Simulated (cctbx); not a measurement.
**Zn7Bi6 with cctbx, script by script**

Library: cctbx 2025.11.

## 1. Energy scan

run.py:

```python
from cctbx import adptbx, crystal, miller, xray
from cctbx.array_family import flex
from cctbx.eltbx import sasaki

cs = crystal.symmetry(unit_cell=(5.56, 5.56, 30.222, 90, 90, 120), space_group_symbol='Hall: -R 3 2"')  # R-3m
atoms = [  # label, site, U (iso, or U11 U22 U33 U12 U13 U23 in A^2), occupancy
    ("Bi1", (1/3, 2/3, 0.12203), (0.0079, 0.0079, 0.0086, 0.0039, 0.0000, 0.0000), 1),
    ("Bi2", (1/3, 2/3, 0.01873), (0.0085, 0.0085, 0.0080, 0.0042, 0.0000, 0.0000), 1),
    ("Bi3", (0, 0, 0.16463), (0.0054, 0.0054, 0.0066, 0.0027, 0.0000, 0.0000), 1),
    ("Zn1", (0.83217, 0.16783, 0.25663), (0.0139, 0.0139, 0.0120, 0.0085, 0.0001, -0.0001), 1),
    ("Zn2", (0, 0, 0), (0.0108, 0.0108, 0.0108, 0.0054, -0.0000, 0.0000), 1),
]
xs = xray.structure(crystal_symmetry=cs)
for label, site, u, occ in atoms:
    u = adptbx.u_cif_as_u_star(cs.unit_cell(), u) if isinstance(u, tuple) else u
    xs.add_scatterer(xray.scatterer(label, site=site, u=u, occupancy=occ))
hkl = [(2, 0, 2), (2, 1, 4), (0, 0, 3), (0, 2, 1)]
ms = miller.set(cs, flex.miller_index(hkl + [tuple(-v for v in h) for h in hkl]), anomalous_flag=True)
print("E (eV)    f'(Bi)   f''   " + "".join("%16s" % ("|F|" + " ".join(map(str, h))) for h in hkl))
for e in [12819, 13169, 13299, 13359, 13389, 13404, 13411, 13415, 13423, 13427, 13434, 13449, 13479, 13569, 13819]:
    xs.set_inelastic_form_factors(12398.42 / e, "sasaki")
    t = sasaki.table("Bi").at_ev(e)
    f = flex.abs(ms.structure_factors_from_scatterers(xs, algorithm="direct").f_calc().data())
    n = len(hkl)
    print("%7.0f %7.2f %6.2f  " % (e, t.fp(), t.fdp()) + "".join("%9.1f/%6.1f" % (f[k], f[k + n]) for k in range(n)))
```

```console
$ python run.py
```

```text
E (eV)    f'(Bi)   f''           |F|2 0 2        |F|2 1 4        |F|0 0 3        |F|0 2 1
  12819   -9.16   4.26      271.4/ 271.4    158.7/ 158.7    163.9/ 163.9    645.5/ 645.5
  13169  -10.85   4.08      271.3/ 271.3    148.9/ 148.9    156.0/ 156.0    636.0/ 636.0
  13299  -12.22   4.01      270.9/ 270.9    141.3/ 141.3    149.9/ 149.9    628.0/ 628.0
  13359  -13.55   3.98      270.4/ 270.4    134.0/ 134.0    144.1/ 144.1    620.0/ 620.0
  13389  -14.88   3.97      269.8/ 269.8    126.8/ 126.8    138.3/ 138.3    612.0/ 612.0
  13404  -16.20   3.96      269.2/ 269.2    119.6/ 119.6    132.5/ 132.5    604.0/ 604.0
  13411  -17.37   3.96      268.7/ 268.7    113.2/ 113.2    127.4/ 127.4    596.9/ 596.9
  13415  -18.64   3.96      268.1/ 268.1    106.3/ 106.3    121.9/ 121.9    589.2/ 589.2
  13423  -19.10  10.11      268.2/ 268.2    111.1/ 111.1    124.0/ 124.0    590.8/ 590.8
  13427  -17.59  10.11      268.9/ 268.9    118.8/ 118.8    130.4/ 130.4    600.0/ 600.0
  13434  -16.30  10.10      269.5/ 269.5    125.4/ 125.4    135.8/ 135.8    607.7/ 607.7
  13449  -14.89  10.08      270.2/ 270.2    132.6/ 132.6    141.7/ 141.7    616.2/ 616.2
  13479  -13.50  10.04      270.9/ 270.9    139.8/ 139.8    147.6/ 147.6    624.6/ 624.6
  13569  -11.67   9.93      271.9/ 271.9    149.2/ 149.2    155.3/ 155.3    635.7/ 635.7
  13819   -9.76   9.63      273.2/ 273.2    158.6/ 158.6    163.0/ 163.0    647.3/ 647.3
```

It took 0.34 s on 1 thread of Arm Neoverse N1, on a shared host, peak memory 0.07 GiB.

[Logs are printed without paths, hosts, clocks, repeated set-up lines and the standing remarks that a program may print on its own settings, such as how far it seeks lower states.]
